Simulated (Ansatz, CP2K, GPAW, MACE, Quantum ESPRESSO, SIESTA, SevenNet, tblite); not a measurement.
# CP2K runs on (5,5) carbon nanotube bundle (80 atoms)

Aim: run (5,5) carbon nanotube bundle (80 atoms) in CP2K and see how near its forces come to a plane-wave reference, and at what cost.

Main program and level: CP2K 2026.2; the method is named at each step.

## 1. The starting structure

The cell holds 80 atoms: 80 C. Its edges and angles: a = 10.081 Å, b = 10.081 Å, c = 9.721 Å, α = 90.0°, β = 90.0°, γ = 120.0°. It derives from C (graphene). Graphene sheet (a = 2.46 Å) rolled into a (5,5) tube of diameter 6.78 Å, 4 periods, hexagonal bundle with 3.3 Å between walls; minimised with a classical potential (one cell length free). Then every atom was moved at random, 0.02 Å r.m.s. a Cartesian component. The structure's axis is c.

The yardstick, on the same geometry:

| Property | Result |
| --- | --- |
| method | Kohn-Sham DFT, PBE, SSSP efficiency 1.3.0 pseudopotentials, plane waves (Quantum ESPRESSO 7.5); sssp-pbe-1.3.0-efficiency, cutoffs 45/360 Ry, Γ point |
| r.m.s. force component | 1.375 eV/Å |
| longest force | 5.533 eV/Å |
| pressure | 11.26 GPa |
| time | 2.1 min on 2 MPI ranks of Arm Neoverse V2, shared host |
| CPU time | 4.1 min |

## 2. PBE, DZVP-MOLOPT-SR, 450/50 Ry, diagonalisation

Method: Kohn-Sham DFT, PBE, GTH-PBE pseudopotentials, Gaussian and plane waves, DZVP-MOLOPT-SR-GTH, diagonalisation.

input.inp reads:

```
&GLOBAL
  PROJECT cell
  RUN_TYPE ENERGY_FORCE
  PRINT_LEVEL LOW
&END GLOBAL
&FORCE_EVAL
  METHOD QS
  STRESS_TENSOR ANALYTICAL
  &DFT
    BASIS_SET_FILE_NAME BASIS_MOLOPT
    POTENTIAL_FILE_NAME GTH_POTENTIALS
    &MGRID
      CUTOFF 450
      REL_CUTOFF 50
    &END MGRID
    &QS
      EPS_DEFAULT 1.0E-12
    &END QS
    &SCF
      SCF_GUESS ATOMIC
      EPS_SCF 1.0E-06
      MAX_SCF 200
      ADDED_MOS 36
      &DIAGONALIZATION
        ALGORITHM STANDARD
      &END DIAGONALIZATION
      &SMEAR ON
        METHOD FERMI_DIRAC
        ELECTRONIC_TEMPERATURE [K] 580
      &END SMEAR
      &MIXING
        METHOD BROYDEN_MIXING
        ALPHA 0.15
        NBROYDEN 8
      &END MIXING
      &PRINT
        &RESTART OFF
        &END RESTART
      &END PRINT
    &END SCF
    &XC
      &XC_FUNCTIONAL PBE
      &END XC_FUNCTIONAL
    &END XC
    &PRINT
      &MULLIKEN ON
      &END MULLIKEN
      &LOWDIN ON
      &END LOWDIN
      &MO ON
        EIGENVALUES T
        OCCUPATION_NUMBERS T
        MO_INDEX_RANGE 149 172
        &EACH
          QS_SCF 0
        &END EACH
        ADD_LAST NUMERIC
      &END MO
    &END PRINT
  &END DFT
  &SUBSYS
    &CELL
      A 10.08135 0.00000 0.00000
      B -5.04067 8.73070 0.00000
      C 0.00000 0.00000 9.72051
    &END CELL
    &COORD
      C 3.36500 0.70064 1.27572
      C 3.12663 1.39307 0.05998
      C 2.26427 2.51252 0.03908
      C 1.68863 2.91483 1.28330
      C 0.36510 3.33958 1.29594
      C -0.36227 3.39354 2.49224
      C 8.36808 2.91317 0.08068
      C 7.82908 2.52038 1.25570
      C 6.94338 1.40625 1.30459
      C 6.76539 0.71854 2.47688
      C 1.69856 8.05835 0.09108
      C 1.94586 7.34243 1.26726
      C 2.75055 6.22770 1.27591
      C 3.33103 5.82626 2.50566
      C 4.68012 5.39514 2.50935
      C 5.45104 5.34782 1.31519
      C 6.71635 5.79815 1.26328
      C -2.73875 6.24533 2.47474
      C -1.91288 7.30105 2.50274
      C -1.73807 8.00020 1.26736
      C 3.33794 0.68920 3.72451
      C 3.15062 1.36112 2.48320
      C 2.24708 2.46372 2.48826
      C 1.69110 2.93535 3.69302
      C 0.37815 3.34037 3.67426
      C -0.34337 3.35154 4.92023
      C 8.40316 2.89239 2.50954
      C 7.80660 2.46904 3.68543
      C 6.99782 1.35509 3.71596
      C 6.75541 0.68222 4.91615
      C 1.68944 8.01234 2.51236
      C 1.95120 7.35850 3.71673
      C 2.79818 6.23756 3.69564
      C 3.37443 5.81168 4.90837
      C 4.67735 5.37322 4.90730
      C 5.38662 5.37069 3.70769
      C 6.70813 5.81604 3.70031
      C -2.78119 6.21739 4.94142
      C -1.92982 7.37229 4.92966
      C -1.71241 8.04953 3.73899
      C 3.31555 0.68798 6.12693
      C 3.10848 1.34138 4.94356
      C 2.24406 2.50091 4.94074
      C 1.71595 2.92513 6.13082
      C 0.35164 3.36795 6.12120
      C -0.34765 3.36595 7.35318
      C 8.39051 2.91693 4.93141
      C 7.78452 2.51112 6.14881
      C 6.98179 1.39822 6.12450
      C 6.75803 0.70387 7.35843
      C 1.69332 8.00247 4.92392
      C 1.93099 7.36295 6.12878
      C 2.77298 6.20788 6.14764
      C 3.32997 5.82023 7.36329
      C 4.70346 5.37270 7.36591
      C 5.39428 5.36545 6.13384
[... 20 atom lines left out ...]
      C 6.72270 5.81404 8.59604
      C -2.74364 6.24647 0.05871
      C -1.92967 7.34880 0.08350
      C -1.72239 8.02002 8.57689
    &END COORD
    &KIND C
      BASIS_SET DZVP-MOLOPT-SR-GTH-q4
      POTENTIAL GTH-PBE-q4
    &END KIND
  &END SUBSYS
  &PRINT
    &FORCES ON
    &END FORCES
    &STRESS_TENSOR ON
    &END STRESS_TENSOR
  &END PRINT
&END FORCE_EVAL
```

Command:

```bash
OMP_NUM_THREADS=2 cp2k.psmp -i input.inp > output.txt
```

Numbers of over 12 decimals in the logs are rounded to 6 here.

The program printed:

```text
CP2K| version string:                                       CP2K version 2026.2
 CP2K| Input file name                                                 input.inp
 GLOBAL| Basis set file name                                        BASIS_MOLOPT
 GLOBAL| Potential file name                                      GTH_POTENTIALS
 GLOBAL| Run type                                                   ENERGY_FORCE
 GLOBAL| Total number of message passing processes                             1
 GLOBAL| Number of threads for this process                                    2
 TOTAL NUMBERS AND MAXIMUM NUMBERS
  Total number of            - Atomic kinds:                                   1
                             - Atoms:                                         80
                             - Shell sets:                                    80
                             - Shells:                                       400
                             - Primitive Cartesian functions:                400
                             - Cartesian basis functions:                   1120
                             - Spherical basis functions:                   1040
  Maximum angular momentum of- Orbital basis functions:                        2
                             - Local part of the GTH pseudopotential:          2
                             - Non-local part of the GTH pseudopotential:      0
 SCF PARAMETERS         Density guess:                                    ATOMIC
                        max_scf:                                             200
                        eps_scf:                                        1.00E-06
                        added MOs                                        36    0
                        Mixing method:                            BROYDEN_MIXING
                                                charge density mixing in g-space
                        Smear method:                                FERMI_DIRAC
                        Electronic temperature [K]:                        580.0
                        Electronic temperature [a.u.]:                  1.84E-03
                        Accuracy threshold:                             1.00E-10
 Extrapolation method: initial_guess
 Number of electrons:                                                        320
 Number of occupied orbitals:                                                160
 Number of molecular orbitals:                                               196
 Number of orbital functions:                                               1040
 Number of independent orbital functions:                                   1040
 SCF WAVEFUNCTION OPTIMIZATION
  Step     Update method      Time    Convergence         Total energy    Change
     1 NoMix/Diag. 0.15E+00    4.4     0.92616044      -453.4987358824 -4.53E+02
     2 Broy./Diag. 0.15E+00    7.4     0.01386081      -432.9581962858  2.05E+01
     3 Broy./Diag. 0.15E+00    7.5     0.05391462      -449.9898581124 -1.70E+01
     4 Broy./Diag. 0.15E+00    7.6     0.01080245      -456.9849502308 -7.00E+00
     5 Broy./Diag. 0.15E+00    7.5     0.01699450      -456.1063236146  8.79E-01
     6 Broy./Diag. 0.15E+00    7.6     0.00716273      -455.4659623944  6.40E-01
     7 Broy./Diag. 0.15E+00    7.6     0.00282364      -455.1620289676  3.04E-01
[...]
16 Broy./Diag. 0.15E+00    7.8     0.00000167      -455.0298959218 -2.20E-05
    17 Broy./Diag. 0.15E+00    7.6     0.00000157      -455.0298298548  6.61E-05
    18 Broy./Diag. 0.15E+00    7.5     0.00000016      -455.0298144678  1.54E-05
  *** SCF run converged in    18 steps ***
  Electronic density on regular grids:       -319.9999999998        0.0000000002
  Core density on regular grids:              319.9999999997       -0.0000000003
  Total charge density on r-space grids:       -0.0000000001
  Total charge density g-space grids:          -0.0000000001
  Overlap energy of the core charge distribution:               2.4589e-05
  Self energy of the core charge distribution:              -1066.800634
  Core Hamiltonian energy:                                    339.148000
  Hartree energy:                                             413.728399
  Exchange-correlation energy:                               -141.105603
  Electronic entropic energy:                                  -3.64922e-07
  Fermi energy:                                                 0.148824
  Total energy:                                              -455.029814
  Total energy (extrapolated to T->0):                       -455.029814
 MO| EIGENVALUES AND OCCUPATION NUMBERS
 MO|
 MO|  Index      Eigenvalue [a.u.]        Eigenvalue [eV]             Occupation
 MO|    149               0.051027               1.388522               2.000000
 MO|    150               0.052482               1.428121               2.000000
 MO|    151               0.054904               1.494015               2.000000
 MO|    152               0.055202               1.502135               2.000000
 MO|    153               0.058819               1.600539               2.000000
 MO|    154               0.067534               1.837686               2.000000
[...]
MO|    170               0.230790               6.280119               0.000000
 MO|    171               0.235176               6.399463               0.000000
 MO|    172               0.238076               6.478368               0.000000
 MO| Sum:                                                             320.000000
 MO| E(Fermi):            0.148824 a.u.          4.049719 eV
 !-----------------------------------------------------------------------------!
                     Mulliken Population Analysis
 #  Atom  Element  Kind  Atomic population                           Net charge
       1     C        1          4.006767                             -0.006767
       2     C        1          4.000379                             -0.000379
       3     C        1          4.002003                             -0.002003
       4     C        1          4.005794                             -0.005794
       5     C        1          3.989635                              0.010365
       6     C        1          4.014027                             -0.014027
[...]
# Total charge                            320.000000                  0.000000
 !-----------------------------------------------------------------------------!
 LOWDIN POPULATION ANALYSIS
 #  Atom  Element  Kind  Atomic population                           Net charge
[...]
78     C        1          4.001677                             -0.001677
      79     C        1          4.024257                             -0.024257
      80     C        1          3.991434                              0.008566
 # Total charge                            320.000000                  0.000000
 ENERGY| Total FORCE_EVAL ( QS ) energy [hartree]           -455.029820
 FORCES| Atomic forces [hartree/bohr]
 FORCES|   Atom     x               y               z               |f|
 FORCES|      1 -1.25111513E-04 -2.84331354E-04 -7.79801574E-03   7.80420058E-03
 FORCES|      2  6.16325480E-03 -1.51673149E-02  7.82905515E-03   1.81473760E-02
 FORCES|      3  1.27336461E-02 -5.86307178E-04  3.31383024E-02   3.55054445E-02
 FORCES|      4  1.94818694E-02 -9.42401700E-03 -1.23521648E-02   2.49184932E-02
 FORCES|      5 -3.01687621E-02  1.70998092E-02 -2.71051885E-02   4.40141900E-02
 FORCES|      6  1.37484082E-02 -6.60042266E-03  4.32939376E-03   1.58533264E-02
[...]
FORCES|     78 -4.31125851E-02 -5.24271587E-02  9.42513095E-03   6.85283522E-02
 FORCES|     79  1.50285776E-02  1.21644681E-02 -3.40304070E-02   3.91395073E-02
 FORCES|     80  4.29002771E-03 -1.88822072E-02 -4.77616557E-03   1.99437670E-02
 FORCES| Sum     1.26120143E-04  1.88977169E-04 -9.30994062E-05
 FORCES| Total atomic force                                       2.45532401E-04
 STRESS| Analytical stress tensor [bar]
 STRESS|                        x                   y                   z
 STRESS|      x        1.00093097462E+05   1.09715232275E+04   1.51746330675E+02
 STRESS|      y        1.09715232275E+04   1.20373939831E+05  -8.49091652856E+02
 STRESS|      z        1.51746330675E+02  -8.49091652856E+02   1.34875791042E+05
 STRESS| 1/3 Trace                                             1.18447609445E+05
```

Run time: 2.6 min. Hardware: 2 threads of Arm Neoverse V2, shared host; peak memory 1.8 GiB; 5 min of CPU time.

Banners, paths, timers and routine set-up lines are dropped from the logs unmarked, and long logs keep their key lines alone; longer cuts are marked.

Numbers from this run, and their distance from the reference:

```yaml
r_m_s_force_component: 1.395 eV/Å
r_m_s_difference_of_force_components: 25.8 meV/Å
longest_difference_of_force_vectors: 96.94 meV/Å
force_difference_over_r_m_s_force: 1.877 %
slope_of_forces_against_the_reference_s: 1.015
correlation_of_force_components: 0.9999
pressure: 11.84 GPa
pressure_difference: 0.5838 GPa
```

The surroundings of C16, which bears the longest force, nearest first, numbered as they follow in the input and with coordinates relative to it.

```csv
atom,x,y,z,distance (Å),bonds,Mulliken charge (e),Fx,Fy,Fz (eV/Å)
C16,0.00,0.00,0.00,0.00,3,-0.01,-5.10,-0.42,-2.31
C17,1.27,0.45,-0.05,1.34,3,0.00,4.12,1.54,0.55
C15,-0.77,0.05,1.19,1.42,3,0.01,0.65,-0.79,-0.83
C75,-0.79,0.04,-1.27,1.50,3,0.01,3.15,-0.80,1.13
C18,1.89,0.90,1.16,2.39,3,0.01,-3.06,-3.54,1.04
C36,-0.06,0.02,2.39,2.39,3,0.00,-0.27,-0.21,-0.12
C78,1.89,0.90,-1.26,2.44,3,0.00,-2.22,-2.70,0.48
C14,-2.12,0.48,1.19,2.48,3,0.00,0.54,-0.57,-1.62
C74,-2.11,0.47,-1.23,2.49,3,0.00,-0.85,0.01,-2.08
C76,-0.03,0.05,-2.51,2.51,3,0.00,-2.58,-0.89,3.58
```

Forces lie 1.9 % from the reference's, at 1.2 times its CPU time.

## 3. GFN1-xTB, diagonalisation

Method: GFN1-xTB tight binding (the program's own implementation), diagonalisation.

input.inp reads:

```
&GLOBAL
  PROJECT cell
  RUN_TYPE ENERGY_FORCE
  PRINT_LEVEL LOW
&END GLOBAL
&FORCE_EVAL
  METHOD QS
  STRESS_TENSOR ANALYTICAL
  &DFT
    &QS
      METHOD XTB
      &XTB
        GFN_TYPE 1
        DO_EWALD T
        CHECK_ATOMIC_CHARGES F
      &END XTB
    &END QS
    &SCF
      SCF_GUESS ATOMIC
      EPS_SCF 1.0E-06
      MAX_SCF 200
      ADDED_MOS 60
      &DIAGONALIZATION
        ALGORITHM STANDARD
      &END DIAGONALIZATION
      &SMEAR ON
        METHOD FERMI_DIRAC
        ELECTRONIC_TEMPERATURE [K] 580
      &END SMEAR
      &MIXING
        METHOD BROYDEN_MIXING
        ALPHA 0.15
        NBROYDEN 8
      &END MIXING
      &PRINT
        &RESTART OFF
        &END RESTART
      &END PRINT
    &END SCF
    &PRINT
      &MULLIKEN ON
      &END MULLIKEN
    &END PRINT
  &END DFT
  &SUBSYS
    &CELL
      A 10.08135 0.00000 0.00000
      B -5.04067 8.73070 0.00000
      C 0.00000 0.00000 9.72051
    &END CELL
    &COORD
      SCALED
      C 0.37391 0.08025 0.13124
      C 0.38992 0.15956 0.00617
      C 0.36849 0.28778 0.00402
      C 0.33443 0.33386 0.13202
      C 0.22747 0.38251 0.13332
      C 0.15841 0.38869 0.25639
      C 0.99689 0.33367 0.00830
      C 0.92093 0.28868 0.12918
      C 0.76927 0.16107 0.13421
      C 0.71223 0.08230 0.25481
      C 0.62998 0.92299 0.00937
      C 0.61351 0.84099 0.13037
      C 0.62949 0.71331 0.13126
      C 0.66408 0.66733 0.25777
      C 0.77321 0.61795 0.25815
      C 0.84697 0.61253 0.13530
      C 0.99827 0.66411 0.12996
      C 0.08600 0.71533 0.25459
      C 0.22838 0.83625 0.25747
      C 0.28576 0.91633 0.13038
[... 56 atom lines left out ...]
      C 0.99981 0.66593 0.88432
      C 0.08558 0.71546 0.00604
      C 0.22945 0.84172 0.00859
      C 0.28845 0.91860 0.88235
    &END COORD
  &END SUBSYS
  &PRINT
    &FORCES ON
    &END FORCES
    &STRESS_TENSOR ON
    &END STRESS_TENSOR
  &END PRINT
&END FORCE_EVAL
```

Command:

```bash
OMP_NUM_THREADS=1 cp2k.psmp -i input.inp > output.txt
```

The program printed:

```text
CP2K| version string:                                       CP2K version 2026.2
 CP2K| Input file name                                                 input.inp
 GLOBAL| Basis set file name                                           BASIS_SET
 GLOBAL| Potential file name                                           POTENTIAL
[... lines left out ...]
                        Smear method:                                FERMI_DIRAC
[... lines left out ...]
 Number of electrons:                                                        320
[... lines left out ...]
  Step     Update method      Time    Convergence         Total energy    Change
[... lines left out ...]
  *** SCF run converged in    19 steps ***
[... lines left out ...]
  Fermi energy:                                                -0.360143
  Total energy:                                              -169.614241
  Total energy (extrapolated to T->0):                       -169.614241
[... lines left out ...]
 ENERGY| Total FORCE_EVAL ( QS ) energy [hartree]           -169.614241
[... lines left out ...]
 FORCES|      1 -2.51083148E-04 -6.45687723E-03 -7.86406494E-03   1.01783016E-02
 FORCES|      2  5.11157409E-03 -1.04090076E-02  8.21349632E-03   1.42104592E-02
 FORCES|      3  1.35328472E-02 -2.75045983E-03  3.25236374E-02   3.53339776E-02
[...]
FORCES|     79  1.45166063E-02  8.90675658E-03 -3.18047216E-02   3.60777284E-02
 FORCES|     80  3.76018484E-03 -1.34161158E-02 -6.62043795E-03   1.54259959E-02
 FORCES| Sum     5.33991254E-15 -5.06539255E-16  5.46784840E-15
 FORCES| Total atomic force                                       7.65954398E-15
 STRESS| Analytical stress tensor [bar]
 STRESS|                        x                   y                   z
 STRESS|      x        7.54781452613E+04   1.13522043700E+04   2.27030972581E+02
 STRESS|      y        1.13522043700E+04   8.34777228740E+04  -1.29536372869E+03
 STRESS|      z        2.27030972581E+02  -1.29536372869E+03   1.10910830009E+05
 STRESS| 1/3 Trace                                             8.99555660481E+04
```

Elapsed: 2.5 s, on 1 thread; peak memory 0.21 GiB.

Against the reference:

```yaml
r_m_s_force_component: 1.307 eV/Å
r_m_s_difference_of_force_components: 151 meV/Å
longest_difference_of_force_vectors: 440.2 meV/Å
force_difference_over_r_m_s_force: 10.99 %
slope_of_forces_against_the_reference_s: 0.9459
correlation_of_force_components: 0.9949
pressure: 8.996 GPa
pressure_difference: -2.265 GPa
```

Against the first run (1.9 %), the force difference from the reference is 11 %, at 0.0085 times the CPU time (on 1 against 2 cores); the model has changed, so this is no error of the program alone.

(Part 1 of 4 ends here.)

[Also dropped from logs without a mark: logging warnings of Python, and SIESTA's first energy breakdown and zero terms.]

[Logs are printed without paths, hosts, clocks, repeated set-up lines and the standing remarks that a program may print on its own settings, such as how far it seeks lower states.]

[Hosts, paths, dates, database ids (printed as entryN), source tags and the programs' standing remarks are cut or masked in the printed files.]
